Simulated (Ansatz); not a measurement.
# What SnH2 (model cell, started as rutile) distorts into

Aim: this structure of SnH2 (model cell, started as rutile) is to be tested for unstable modes, and one is followed downhill.

Calculated with Ansatz 0.2.0; DFT PBE, scalar-relativistic, plane waves, PAW.

The raw output is cut from this account; settings, times and results stay.

The structure was built from a prototype and need not be the compound's stable phase.

**1. The system as given**

Symmetry: P4_2/mnm, No. 136, tetragonal system. Conventional cell: a = 4.858 Å, b = 4.858 Å, c = 3.642 Å, α = 90.00°, β = 90.00°, γ = 90.00°. Sn has 6 H at 2.14 to 2.24 Å nearest. Nearest to H lie 3 Sn at 2.14 to 2.24 Å. Farther neighbours, and contacts between anions beyond the nearest, are not listed.

Coordinates:

```cif
data_structure
_symmetry_space_group_name_H-M 'P4_2/mnm'
_symmetry_Int_Tables_number 136
_cell_length_a 4.8576
_cell_length_b 4.8576
_cell_length_c 3.6420
_cell_angle_alpha 90.000
_cell_angle_beta 90.000
_cell_angle_gamma 90.000
_cell_volume 85.94
loop_
_atom_site_label
_atom_site_type_symbol
_atom_site_symmetry_multiplicity
_atom_site_Wyckoff_symbol
_atom_site_fract_x
_atom_site_fract_y
_atom_site_fract_z
_atom_site_occupancy
Sn1 Sn 2 a 0.00000 0.00000 0.00000 1
H1 H 4 f 0.31107 0.31107 0.00000 1
```

**2. The dispersion**

Stability and thermal properties need the whole zone. Linear response on a 2×2×4 q mesh gives force constants as far as a supercell of that size would.

input.yaml

```yaml
crystal:
  lattice:
    - [4.8575969519, 0.0, 0.0]
    - [0.0, 4.8575969519, 0.0]
    - [0.0, 0.0, 3.6419952209]
  atoms:
    - { symbol: Sn, position: [0.0, 0.0, 0.0] }
    - { symbol: Sn, position: [0.5, 0.5, 0.5] }
    - { symbol: H, position: [0.3110725174, 0.3110725174, 0.0] }
    - { symbol: H, position: [0.6889274826, 0.6889274826, 0.0] }
    - { symbol: H, position: [0.8110725174, 0.1889274826, 0.5] }
    - { symbol: H, position: [0.1889274826, 0.8110725174, 0.5] }
kpoints:
  mp_grid: { grid: [8, 8, 12] }
hamiltonian:
  xc: pbe
scf:
  occupations: { method: methfessel_paxton, width: 0.2 }
output:
  eigenvalues: true
phonons:
  method: dfpt
  qmesh: [2, 2, 4]
  temperatures: { t_max: 1000, t_step: 50 }
  qpath:
    path:
      - [[0.0, 0.0, 0.0], [0.0, 0.5, 0.0], [0.5, 0.5, 0.0], [0.0, 0.0, 0.0], [0.0, 0.0, 0.5], [0.0, 0.5, 0.5], [0.5, 0.5, 0.5], [0.0, 0.0, 0.5]]
      - [[0.0, 0.5, 0.0], [0.0, 0.5, 0.5]]
      - [[0.5, 0.5, 0.0], [0.5, 0.5, 0.5]]
    npoints: 10
```

Launch:

```
ansatz run input.yaml --threads 8 --pin off --max-ram 14336MiB --backend cpu --events-out ev --progress --plain --runs-dir out
```

Run time: 8.1 min. Hardware: 8 threads of Arm Neoverse N1, shared host; peak memory 2.1 GiB; 62 min of CPU time.

This step gave:

- volume per atom: 14.32 Å³
- gap on the k-mesh: 0 eV
- sum-rule residual before enforcement: 2.40e-5 eV/Å²
- lowest frequency on the path: -804.8 cm⁻¹
- point group: 4/mmm
- highest frequency on path, mesh or solved points: 976.8 cm⁻¹
- highest optical mode at the zone centre (no LO-TO term): 976.8 cm⁻¹
- lowest optical zone-centre mode: -557.4 cm⁻¹
- lowest mode on the q mesh (acoustic modes at Γ apart): -804.8 cm⁻¹

Frequencies (cm⁻¹) solved at each irreducible wavevector; negative means imaginary. Frequencies by wavevector, by row:

| q in reciprocal lattice units | star | mode 1 | mode 2 | mode 3 | mode 4 | mode 16 | mode 17 | mode 18 |
| --- | --- | --- | --- | --- | --- | --- | --- | --- |
| 0 0 0 | 1 | -557.4 | -342.6 | 0 | 0 | 621.4 | 658.1 | 976.8 |
| 0 0 0.25 | 2 | -463 | -426.4 | -426.4 | -289.8 | 568.8 | 689.7 | 956.8 |
| 0 0 -0.5 | 1 | -804.8 | -804.8 | 65.5 | 65.5 | 552.8 | 825.7 | 825.7 |
| 0 -0.5 0 | 2 | -345.8 | -345.8 | 40.4 | 40.4 | 586.5 | 798.2 | 798.2 |
| 0 -0.5 0.25 | 4 | -382.7 | -382.7 | 41.3 | 41.3 | 564.9 | 841.6 | 841.6 |
| 0 -0.5 -0.5 | 2 | -722.1 | -722.1 | -30.2 | -30.2 | 472.4 | 887.6 | 887.6 |
| -0.5 -0.5 0 | 1 | -442.9 | -442.9 | -4.8 | -4.8 | 522.2 | 871 | 871 |
| -0.5 -0.5 0.25 | 2 | -358.2 | -358.2 | -325.1 | -325.1 | 551.2 | 843.5 | 843.5 |
| -0.5 -0.5 -0.5 | 1 | -793.6 | -793.6 | 48.9 | 48.9 | 534.9 | 838.3 | 838.3 |

Interpolated from a 2×2×4 q mesh. Phonon branches along the path, in cm⁻¹:

| point | branch 1 | branch 2 | branch 3 | branch 4 | branch 15 | branch 16 | branch 17 | branch 18 |
| --- | --- | --- | --- | --- | --- | --- | --- | --- |
| Γ | -557 | -343 | 0 | 0 | 571 | 621 | 658 | 977 |
| halfway | -486 | -315 | -40 | 17 | 580 | 597 | 627 | 940 |
| X | -346 | -346 | 40 | 40 | 586 | 586 | 798 | 798 |
| halfway | -397 | -397 | 40 | 40 | 555 | 555 | 836 | 836 |
| M | -443 | -443 | -5 | -5 | 522 | 522 | 871 | 871 |
| halfway | -460 | -337 | -22 | 22 | 566 | 576 | 672 | 928 |
| Γ | -557 | -343 | 0 | 0 | 571 | 621 | 658 | 977 |
| halfway | -463 | -426 | -426 | -290 | 569 | 569 | 690 | 957 |
| Z | -805 | -805 | 66 | 66 | 553 | 553 | 826 | 826 |
| halfway | -763 | -763 | 65 | 65 | 492 | 492 | 863 | 863 |
| R | -722 | -722 | -30 | -30 | 472 | 472 | 888 | 888 |
| halfway | -756 | -756 | 58 | 58 | 510 | 510 | 868 | 868 |
| A | -794 | -794 | 49 | 49 | 535 | 535 | 838 | 838 |
| halfway | -768 | -747 | -47 | 60 | 489 | 540 | 834 | 892 |
| Z | -805 | -805 | 66 | 66 | 553 | 553 | 826 | 826 |
| jump to X | -346 | -346 | 40 | 40 | 586 | 586 | 798 | 798 |
| halfway | -383 | -383 | 41 | 41 | 565 | 565 | 842 | 842 |
| R | -722 | -722 | -30 | -30 | 472 | 472 | 888 | 888 |
| jump to M | -443 | -443 | -5 | -5 | 522 | 522 | 871 | 871 |
| halfway | -358 | -358 | -325 | -325 | 551 | 551 | 844 | 844 |
| A | -794 | -794 | 49 | 49 | 535 | 535 | 838 | 838 |

Symmetry leaves 9 wavevectors to solve. The lowest mode among them, the acoustic zeros apart, lies at q = (0, 0, -0.5) and is imaginary, 804.8i cm⁻¹, so the energy falls along it.

**3. The mode frozen in, largest atomic shift 0 Å**

The mode followed lies at q = (-0.5, -0.5, -0.5) with frequency 793.6i cm⁻¹ and is 2-fold degenerate, one of the unstable modes though not the softest. At small amplitude the pattern taken leaves space group no. 74 by a symmetry search on the positions. The undistorted cell that holds it gives the zero of energy on the same k mesh.

System of this step: SnH2 (model cell, started as rutile). It takes space group P4_2/mnm (No. 136, tetragonal). Conventional cell: a = 4.858 Å, b = 4.858 Å, c = 3.642 Å, α = 90.00°, β = 90.00°, γ = 90.00°. Sn has 6 H at 2.14 to 2.24 Å nearest. Nearest to H lie 3 Sn at 2.14 to 2.24 Å. Farther neighbours, and contacts between anions beyond the nearest, are not listed.

input.yaml

```yaml
crystal:
  lattice:
    - [4.8575969519, 0.0, 3.6419952209]
    - [4.8575969519, 0.0, -3.6419952209]
    - [0.0, 4.8575969519, 3.6419952209]
  atoms:
    - { symbol: Sn, position: [0.0, 0.0, 0.0] }
    - { symbol: Sn, position: [0.5, 0.5, 0.0] }
    - { symbol: Sn, position: [0.25, 0.25, 0.5] }
    - { symbol: Sn, position: [0.75, 0.75, 0.5] }
    - { symbol: H, position: [0.0, 0.3110725174, 0.3110725174] }
    - { symbol: H, position: [0.5, 0.8110725174, 0.3110725174] }
    - { symbol: H, position: [0.0, 0.6889274826, 0.6889274826] }
    - { symbol: H, position: [0.5, 0.1889274826, 0.6889274826] }
    - { symbol: H, position: [0.5610725174, 0.25, 0.1889274826] }
    - { symbol: H, position: [0.0610725174, 0.75, 0.1889274826] }
    - { symbol: H, position: [0.9389274826, 0.25, 0.8110725174] }
    - { symbol: H, position: [0.4389274826, 0.75, 0.8110725174] }
kpoints:
  mp_grid: { grid: [8, 8, 8] }
hamiltonian:
  xc: pbe
scf:
  occupations: { method: methfessel_paxton, width: 0.2 }
output:
  forces: true
  stress: true
  eigenvalues: true
```

The job ended after 5.8 s (8 threads; peak memory 0.86 GiB; 44 s of CPU time).

Read from the output:

```
pressure                         : 0.04361 GPa
energy from the undistorted cell : 0 meV/atom
```

The run ends at a pressure of 0.04 GPa, with forces up to 0.0039 eV/Å.

**4. The mode frozen in, largest atomic shift 0.45 Å**

The atoms are moved along the unstable eigenvector, the largest shift by 0.45 Å, with the cell fixed.

input.yaml

```yaml
crystal:
  lattice:
    - [4.8575969519, 0.0, 3.6419952209]
    - [4.8575969519, 0.0, -3.6419952209]
    - [0.0, 4.8575969519, 3.6419952209]
  atoms:
    - { symbol: Sn, position: [0.0, 0.0, 0.0] }
    - { symbol: Sn, position: [0.5, 0.5, 0.0] }
    - { symbol: Sn, position: [0.25, 0.2500973129, 0.5000973129] }
    - { symbol: Sn, position: [0.75, 0.7499026871, 0.4999026871] }
    - { symbol: H, position: [-0.0617793232, 0.3728518407, 0.3110725174] }
    - { symbol: H, position: [0.5617793232, 0.7492931942, 0.3110725174] }
    - { symbol: H, position: [0.0617793232, 0.6271481593, 0.6889274826] }
    - { symbol: H, position: [0.4382206768, 0.2507068058, 0.6889274826] }
    - { symbol: H, position: [0.5610725174, 0.2472266159, 0.1861540985] }
    - { symbol: H, position: [0.0610725174, 0.7527733841, 0.1917008666] }
    - { symbol: H, position: [0.9389274826, 0.2472266159, 0.8082991334] }
    - { symbol: H, position: [0.4389274826, 0.7527733841, 0.8138459015] }
kpoints:
  mp_grid: { grid: [8, 8, 8] }
hamiltonian:
  xc: pbe
scf:
  occupations: { method: methfessel_paxton, width: 0.2 }
output:
  forces: true
  stress: true
  eigenvalues: true
```

It took 9.6 s on 8 threads; peak memory 0.98 GiB; 74 s of CPU time.

This step gave:

| Item | Value |
| --- | --- |
| pressure | 1.716 GPa |
| energy from the undistorted cell | -28.38 meV/atom |

The energy, extrapolated to zero smearing, is -28.38 meV/atom against the undistorted cell.

The run ends at a pressure of 1.72 GPa, with forces up to 0.40 eV/Å.

**5. Energy along the mode, all amplitudes (two of the runs are shown above)**

An imaginary frequency means negative curvature, so the energy should fall and then rise again as anharmonic terms take over.

This step gave:

| Item | Value |
| --- | --- |
| depth at the lowest point sampled | 28.38 meV/atom |
| largest atomic shift at that point | 0.45 Å |

The energy from the parent by largest atomic shift:

| largest atomic shift (Å) | energy from the parent (meV/atom) |
| --- | --- |
| 0.000 | 0 |
| 0.040 | -0.596 |
| 0.080 | -2.31 |
| 0.140 | -6.56 |
| 0.220 | -14.1 |
| 0.320 | -23.4 |
| 0.450 | -28.4 |
| 0.600 | -12.8 |

Displacement at unit largest shift by atom:

| atom | x (Å) | y (Å) | z (Å) | size |
| --- | --- | --- | --- | --- |
| Sn1 | 0.00 | 0.00 | 0.00 | 0.00 |
| Sn2 | 0.00 | 0.00 | 0.00 | 0.00 |
| Sn3 | 0.00 | 0.00 | 0.00 | 0.00 |
| Sn4 | 0.00 | 0.00 | 0.00 | 0.00 |
| H5 | 0.00 | 0.00 | -1.00 | 1.00 |
| H6 | 0.00 | 0.00 | 1.00 | 1.00 |
| H7 | 0.00 | 0.00 | 1.00 | 1.00 |
| H8 | 0.00 | 0.00 | -1.00 | 1.00 |
| H9 | -0.03 | -0.03 | 0.00 | 0.04 |
| H10 | 0.03 | 0.03 | 0.00 | 0.04 |
| H11 | -0.03 | -0.03 | 0.00 | 0.04 |
| H12 | 0.03 | 0.03 | 0.00 | 0.04 |

The lowest step is at 0.45 Å, 28.4 meV/atom below the parent, and the energy rises beyond it.

**6. Relaxing from the distorted cell**

Starting from the lowest point found, all atoms and the cell are let go, so that strain and other modes of the same symmetry can join in.

input.yaml, as its differences from that of step 4:

```diff
@@ -28 +28,6 @@
   eigenvalues: true
+relax:
+  adjacent_minimum: "off"
+  f_tol: 0.002
+  max_steps: 120
+  cell: { stress_tol: 0.03 }
```

It took 79 s on 8 threads; peak memory 1.1 GiB; 10 min of CPU time.

The steps of the relaxation:

| step | energy less that of the first step (eV) | largest force component (eV/Å) | pressure (GPa) | volume (Å³) |
| --- | --- | --- | --- | --- |
| 1 | 0.0000 | 0.2851 | 1.72 | 171.87 |
| 2 | -0.0744 | 0.1257 | -1.16 | 180.94 |
| 3 | -0.1104 | 0.0488 | -0.36 | 175.44 |
| 4 | -0.1176 | 0.0302 | -0.02 | 173.16 |
| 5 | -0.1202 | 0.0127 | -0.12 | 173.05 |
| 6 | -0.1213 | 0.0065 | 0.02 | 172.44 |
| 7 | -0.1213 | 0.0005 | 0.00 | 172.53 |
| 8* | -0.1228 | 0.0011 | 0.00 | 172.53 |

Relaxation steps marked * repeat the geometry before them on a plane-wave basis chosen anew for their cell, so energy and pressure can jump there.

The run keeps the 8 symmetry operations that the program found, so distortions that break them were not tested.

| conventional cell, symmetrised | before | after | change |
| --- | --- | --- | --- |
| a (Å) | 6.870 | 6.789 | -1.2 % |
| b (Å) | 7.284 | 7.618 | +4.6 % |
| c (Å) | 6.870 | 6.672 | -2.9 % |
| volume (Å³/atom) | 14.32 | 14.38 | +0.4 % |

The atoms that moved most (Å, as changes of fractional coordinates times the final cell):

| atom | dx | dy | dz | length |
| --- | --- | --- | --- | --- |
| Sn4 | 0.105 | 0.105 | 0.000 | 0.149 |
| Sn3 | -0.105 | -0.105 | 0.000 | 0.149 |
| H5 | 0.037 | 0.037 | -0.097 | 0.110 |
| H6 | 0.037 | 0.037 | 0.097 | 0.110 |
| H7 | -0.037 | -0.037 | 0.097 | 0.110 |
| H8 | -0.037 | -0.037 | -0.097 | 0.110 |
| H12 | -0.007 | 0.031 | 0.000 | 0.032 |
| H10 | 0.031 | -0.007 | 0.000 | 0.032 |

The relaxed structure:

```cif
data_structure
_symmetry_space_group_name_H-M 'P 1'
_symmetry_Int_Tables_number 1
_cell_length_a 6.0958
_cell_length_b 6.0958
_cell_length_c 6.0958
_cell_angle_alpha 113.639
_cell_angle_beta 67.675
_cell_angle_gamma 77.340
_cell_volume 172.53
loop_
_atom_site_label
_atom_site_type_symbol
_atom_site_fract_x
_atom_site_fract_y
_atom_site_fract_z
_atom_site_occupancy
Sn1 Sn 0.00000 0.00000 0.00000 1
Sn2 Sn 0.50000 0.50000 0.00000 1
Sn3 Sn 0.25000 0.22784 0.47784 1
Sn4 Sn 0.75000 0.77216 0.52216 1
H5 H 0.92552 0.39345 0.31898 1
H6 H 0.57448 0.74450 0.31898 1
H7 H 0.07448 0.60655 0.68102 1
H8 H 0.42552 0.25550 0.68102 1
H9 H 0.56508 0.24466 0.17958 1
H10 H 0.06508 0.75534 0.19026 1
H11 H 0.93492 0.24466 0.80974 1
H12 H 0.43492 0.75534 0.82042 1
```

Read from the output:

| Quantity | Value |
| --- | --- |
| pressure | 0.001941 GPa |
| volume per atom | 14.38 Å³ |

The distorted start has space group Imma; the relaxation ends in Imma.

**7. Summary of results**

```
unstable mode of the parent                                                      : q = (-0.5, -0.5, -0.5), 794i cm⁻¹
depth at the lowest point sampled                                                : 28.4 meV/atom
largest atomic shift at that point                                               : 0.45 Å
space group reached                                                              : Imma
energy gained over the parent (first relaxation, on the mesh of the frozen mode) : 38.6 meV/atom
volume per atom, phase reached                                                   : 14.4 Å³
```

Along this mode the structure falls into Imma, 38.6 meV/atom below the parent. At the parent's cell the well is 28.38 meV/atom deep on the steps tried, with its lowest point at a shift of 0.45 Å. Relaxing atoms and cell changes the gain by +10.24 meV/atom against the lowest step (energies at zero smearing). The modes of the phase reached were not computed. Of the 6 patterns followed from this parent, this one ends 110 meV/atom above the lowest, P4_32_12. Each path keeps the symmetry of its pattern, so a lower phase may lie along a pattern not tried. With no gap, or one that is small against the smearing, the frequencies hang on the k mesh and the smearing, most of all near Kohn anomalies. Spin-orbit coupling is left out, which can matter for the heavy elements here. The starting cell was built on a prototype and not taken from a measurement, so the phase need not exist.

[Long decimals in the printed logs are rounded to 6 places.]

[Logs are printed without paths, hosts, clocks, repeated set-up lines and the standing remarks that a program may print on its own settings, such as how far it seeks lower states.]

[Hosts, paths, dates, database ids (printed as entryN), source tags and the programs' standing remarks are cut or masked in the printed files.]

[Where the starting crystal was built by hand or by swapping elements, it need not be the compound's stable phase.]
